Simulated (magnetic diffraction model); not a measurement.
**Magnetic neutron pattern of SrTm₂TiO₆**

Space group P2_1/c (no. 14), a = 5.5580 Å, b = 5.8770 Å, c = 9.6708 Å, β = 124.67°.

| site | atom | x | y | z |
| --- | --- | --- | --- | --- |
| 4e | Tm | 0.2363 | 0.5607 | 0.2621 |
| 2d | Sr | 1/2 | 0 | 1/2 |
| 2a | Ti | 0 | 0 | 0 |
| 4e | O | 0.7623 | 0.8250 | 0.0561 |
| 4e | O | 0.8767 | 0.2947 | 0.0641 |
| 4e | O | 0.3640 | 0.9478 | 0.2398 |

The compound is invented for this exercise: a known structure type with other elements, its cell scaled to their sizes and not relaxed.

Only Tm is taken to order (form factors of Tm3+); orders and moment sizes are assumed, and not adapted to the symmetry. Radiation: neutrons of λ = 2.41 Å, 8° to 60°; isotropic B of 0.2 Å² (Tm), 0.21 Å² (Sr), 0.26 Å² (Ti) and 0.41 Å² (O). The intensities are simulated: I ∝ L Σ (|F_N|² + |F_M⊥|²) for unpolarised neutrons, with F_M = 2.695 fm/μB × Σ f(s) S exp(2πi Q·r) exp(−B s²) at Q = H ± k (one set where k and −k are equivalent), only the part normal to Q counting and L = 1/(sin²θ cos θ). For collinear order S is the moment m, which repeats by lattice and centring translations R with the sign exp(−2πi k·R). Form factors are spin-only for 3d ions and dipole or tabulated for f ions, scattering lengths are Sears's of 1992, and absorption is left out. A label names one of the reflections at its angle. The strongest nuclear line in the range is 100, and lines under 0.2 are left out.

Assume the order k = (0 0 0), collinear moments along [111], 5.7 μB on Tm; signs + at (0.2363, 0.5607, 0.2621), + at (0.7637, 0.4393, 0.7379), + at (0.7637, 0.0607, 0.2379), + at (0.2363, 0.9393, 0.7621).

Q: Where does magnetic intensity appear, and how strong is it?

```
2θ (°)     index  nuclear  magnetic
 29.54   (0 1 1)     28.9       1.5
 30.57   (1 0 0)     17.4       1.5
 30.78  (1 0 -2)     42.2      11.1
 34.72  (1 1 -1)      8.4     275.6
 35.28   (0 0 2)      5.7      65.8
 39.02   (1 1 0)     11.6      31.3
 39.19  (1 1 -2)      8.6      29.6
 42.92   (0 1 2)      0.9       0.4
 48.42   (0 2 0)      5.3      33.5
 50.20   (1 1 1)     12.6      93.1
 50.48  (1 1 -3)      9.4      83.8
 51.40  (2 0 -2)      0.1      78.7
 51.85   (0 2 1)      1.9      49.9
 55.27  (1 2 -1)     13.5       1.4
 57.33  (2 1 -2)     44.9       1.8
 58.35   (1 2 0)    100.0       0.4
 58.48  (1 2 -2)      0.7       2.7
 59.82   (0 1 3)     35.8       2.3
```

The strongest magnetic line in the range is (1 1 -1) at 34.72° (275.6). On top of the Lorentz factor, which all lines share, magnetic lines fade with angle because f falls: for Tm3+ it is 0.97, 0.87, 0.75 and 0.49 at sin θ/λ = 0.1, 0.2, 0.3 and 0.5 Å⁻¹, while nuclear lengths stay constant. The net moment is 22.80 μB a primitive cell.

[Logs are printed without paths, hosts, clocks, repeated set-up lines and the standing remarks that a program may print on its own settings, such as how far it seeks lower states.]
